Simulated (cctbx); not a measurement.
**X-rays or neutrons for the lightest atoms?**

Cell a = 5.2120 Å, b = 8.5120 Å, c = 8.2330 Å, α = 90.00°, β = 103.73°, γ = 90.00°; space group P2_1 (no. 4); content Tl2 Ag4 P4 O16 H2. The heavier atoms are placed; H is still missing.

Simulated single-crystal data (cctbx): Mo Kα, λ = 0.71073 Å, to d = 0.75 Å, 50 % of the full sphere, strongest reflection 70000 counts, noise from counting, a 2 % proportional error and a noise floor of 2 counts (s.d.); no absorption.

Refinement without H (map in e/Å³):

```text
Rint 0.013, 1324 unique reflections to 0.75 A
cycle     R1     wR2    GooF  max shift (A)
   1  0.1078  0.2747  11.245   0.04969
   8  0.0094  0.0243   0.996   0.00053
final R1 0.0094 wR2 0.0243 GooF 0.996  parameters 52  data/parameter 25.5
atom        x        y        z      Ueq    occ   su(xyz)  su(Uiso or U11)
Tl1    0.75741  0.99872  0.24742   0.0094  1.000  0.00002  0.0000
Ag1    0.64223  0.64703  0.08269   0.0097  1.000  0.00005  0.0001
Ag2    0.13320  0.86287  0.59578   0.0106  1.000  0.00005  0.0001
P1     0.61569  0.65096  0.47993   0.0154  1.000  0.00019  0.0002
P2     0.12210  0.84864  0.98316   0.0172  1.000  0.00019  0.0002
O1     0.62383  0.46250  0.91515   0.0165  1.000  0.00052  0.0006
O2     0.48708  0.56746  0.30175   0.0194  1.000  0.00053  0.0005
O3     0.61345  0.17890  0.40635   0.0184  1.000  0.00056  0.0006
O4     0.73274  0.82095  0.44078   0.0198  1.000  0.00059  0.0006
O5     0.98545  0.95163  0.80223   0.0168  1.000  0.00054  0.0006
O6     0.09919  0.34020  0.90466   0.0181  1.000  0.00056  0.0005
O7     0.23073  0.69249  0.93429   0.0205  1.000  0.00060  0.0006
O8     0.14744  0.04684  0.40736   0.0183  1.000  0.00054  0.0005
difference map: max 0.69 min -0.39 rms 0.10
Q1    0.2744  0.5063  0.2608    2    0.72  1.20 A from O2
Q2    0.0685  0.1600  0.4796    2    0.39  1.25 A from O8
Q3    0.2071  0.2453  0.4871    2    0.35  0.88 A from O4
Q4    0.1154  0.1785  0.3447    2    0.34  1.23 A from O8
Q5    0.2902  0.7507  0.0237    2    0.34  0.88 A from O7
Q6    0.2135  0.2590  0.7719    2    0.33  1.53 A from O6
Q7    0.3955  0.7044  0.1347    2    0.33  1.53 A from Ag1
Q8    0.4867  0.3675  0.3270    2    0.31  1.71 A from O2
```

Simulated single-crystal data (cctbx): neutrons of λ = 0.95 Å, to d = 0.7 Å, 50 % of the full sphere, strongest reflection 5000 counts, noise from counting, a 2 % proportional error and a noise floor of 2 counts (s.d.); no absorption.

Refinement without H (map in fm/Å³; only maxima are listed):

```text
Rint 0.028, 1653 unique reflections to 0.70 A
cycle     R1     wR2    GooF  max shift (A)
   1  0.1560  0.3486   6.148   0.05363
   3  0.0911  0.2128   3.753   0.00025
final R1 0.0911 wR2 0.2128 GooF 3.753  parameters 52  data/parameter 31.8
atom        x        y        z      Ueq    occ   su(xyz)  su(Uiso or U11)
Tl1    0.75744  0.99644  0.24742   0.0085  1.000  0.00062  0.0004
Ag1    0.64179  0.64418  0.08257   0.0082  1.000  0.00069  0.0006
Ag2    0.13354  0.85991  0.59572   0.0093  1.000  0.00070  0.0007
P1     0.61621  0.64896  0.48044   0.0134  1.000  0.00093  0.0008
P2     0.12297  0.84535  0.98246   0.0167  1.000  0.00102  0.0009
O1     0.62418  0.45984  0.91511   0.0159  1.000  0.00087  0.0008
O2     0.48921  0.56475  0.30248   0.0191  1.000  0.00098  0.0008
O3     0.61219  0.17676  0.40699   0.0186  1.000  0.00100  0.0008
O4     0.73174  0.81804  0.44200   0.0192  1.000  0.00103  0.0009
O5     0.98580  0.94870  0.80220   0.0151  1.000  0.00089  0.0007
O6     0.09890  0.33750  0.90418   0.0153  1.000  0.00090  0.0007
O7     0.23112  0.69033  0.93392   0.0194  1.000  0.00103  0.0008
O8     0.14624  0.04467  0.40726   0.0166  1.000  0.00090  0.0008
difference map: max 1.94 min -13.69 rms 0.43
Q1    0.2442  0.4900  0.7511    2    2.04  0.06 A from Tl1
Q2    0.4953  0.0756  0.7307    2    1.13  0.32 A from O2
Q3    0.3948  0.1434  0.5163    2    1.08  0.08 A from P1
Q4    0.3706  0.6712  0.6075    2    1.06  0.17 A from O3
Q5    0.1755  0.5707  0.9955    2    1.05  1.20 A from O7
Q6    0.2351  0.5103  0.3393    2    1.05  1.50 A from O2
Q7    0.1156  0.3445  0.8906    2    1.05  0.17 A from O6
Q8    0.1256  0.8605  0.9998    2    1.03  0.19 A from P2
```

**Question.** Where is H, and which data fix it better?

H sits at (0.7292, 0.0122, 0.7404). Adding it takes R1 from 0.009 to 0.009 with X-rays and from 0.091 to 0.025 with neutrons. Its largest coordinate s.u. is 0.00977 with X-rays and 0.00055 with neutrons, so neutrons fix it better in these data. In the X-ray map Q1 marks it. No listed neutron peak is on it. Natural H has a negative scattering length, so it shows as a hole in the neutron map (minimum -13.7), not among the maxima.

Final neutron refinement:

```text
Rint 0.028, 1653 unique reflections to 0.70 A
cycle     R1     wR2    GooF  max shift (A)
   1  0.1257  0.2819   4.978   0.04816
   4  0.0247  0.0554   0.979   0.00042
final R1 0.0247 wR2 0.0554 GooF 0.979  parameters 56  data/parameter 29.5
atom        x        y        z      Ueq    occ   su(xyz)  su(Uiso or U11)
Tl1    0.75706  0.99611  0.24728   0.0094  1.000  0.00015  0.0001
Ag1    0.64217  0.64466  0.08259   0.0095  1.000  0.00017  0.0002
Ag2    0.13310  0.86038  0.59582   0.0105  1.000  0.00018  0.0002
P1     0.61571  0.64859  0.48009   0.0155  1.000  0.00024  0.0002
P2     0.12233  0.84627  0.98309   0.0172  1.000  0.00026  0.0002
O1     0.62405  0.46007  0.91504   0.0173  1.000  0.00022  0.0002
O2     0.48769  0.56471  0.30158   0.0194  1.000  0.00023  0.0002
O3     0.61286  0.17662  0.40587   0.0189  1.000  0.00024  0.0002
O4     0.73227  0.81776  0.44073   0.0206  1.000  0.00026  0.0002
O5     0.98603  0.94901  0.80202   0.0166  1.000  0.00022  0.0002
O6     0.09930  0.33816  0.90436   0.0166  1.000  0.00023  0.0002
O7     0.23083  0.68929  0.93442   0.0209  1.000  0.00025  0.0002
O8     0.14720  0.04427  0.40739   0.0176  1.000  0.00022  0.0002
H1     0.72855  0.01215  0.74045   0.0338  1.000  0.00055  0.0004
difference map: max 0.38 min -0.35 rms 0.09
Q1    0.4632  0.0658  0.7511    2    0.39  0.55 A from O2
Q2    0.4144  0.0677  0.0668    2    0.38  0.96 A from O1
Q3    0.0847  0.9323  0.4346    2    0.38  1.05 A from O8
Q4    0.0158  0.9373  0.7439    2    0.37  0.55 A from O5
Q5    0.2164  0.2473  0.6642    2    0.36  1.13 A from O4
Q6    0.0970  0.3857  0.5567    2    0.34  1.06 A from O4
```

The model is made up (kin elements in a known structure type, no relaxation), so it says nothing on whether the phase exists.

[Middle refinement cycles are left out of these outputs.]

[Logs are printed without paths, hosts, clocks, repeated set-up lines and the standing remarks that a program may print on its own settings, such as how far it seeks lower states.]
